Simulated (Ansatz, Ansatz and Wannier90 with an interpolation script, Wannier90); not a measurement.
Planning a run of Ansatz 0.2.0 on KMgH3 (Pm-3m). The input:

```yaml
crystal:
  lattice:
    - [4.025, 0.0, 0.0]
    - [0.0, 4.025, 0.0]
    - [0.0, 0.0, 4.025]
  atoms:
    - { symbol: K, position: [0.0, 0.0, 0.0] }
    - { symbol: Mg, position: [0.5, 0.5, 0.5] }
    - { symbol: H, position: [0.0, 0.5, 0.5] }
    - { symbol: H, position: [0.5, 0.0, 0.5] }
    - { symbol: H, position: [0.5, 0.5, 0.0] }
kpoints:
  mp_grid: { grid: [4, 4, 4] }
hamiltonian:
  xc: lda
scf:
  occupations: { method: fixed }
gw:
  n_empty_bands: 245
  ecut_chi: 140.0
  qp_bands: [v3, c1]
  screening: { model: contour_deformation }
```

```sh
ansatz run input.yaml --threads 4 --pin off --max-ram 18432MiB --backend cpu --events-out ev --progress --plain --runs-dir out
```

**Question.** How long will it take on 4 threads of Arm Neoverse V1, shared host, and how much memory?

It took 26 s; on shared hardware allow 13 s to 52 s. Peak host memory was 0.68 GiB. The sizes that set the cost: 1309 plane waves a state, 10 irreducible k points, 256 bands summed, 251 plane waves in the screening and 6 SCF cycles.

The screening grows as filled bands × empty bands × pairs of k points, times the square of the screening basis for the matrix.

[Paths, hosts, dates, memory and timing lines, banners, echoed tables and standing remarks are left out of the program output.]

[Logs are printed without paths, hosts, clocks, repeated set-up lines and the standing remarks that a program may print on its own settings, such as how far it seeks lower states.]

[Runs of the session that timed out or met a known fault of the program may be left out.]

[Hosts, paths, dates, database ids (printed as entryN), source tags and the programs' standing remarks are cut or masked in the printed files.]
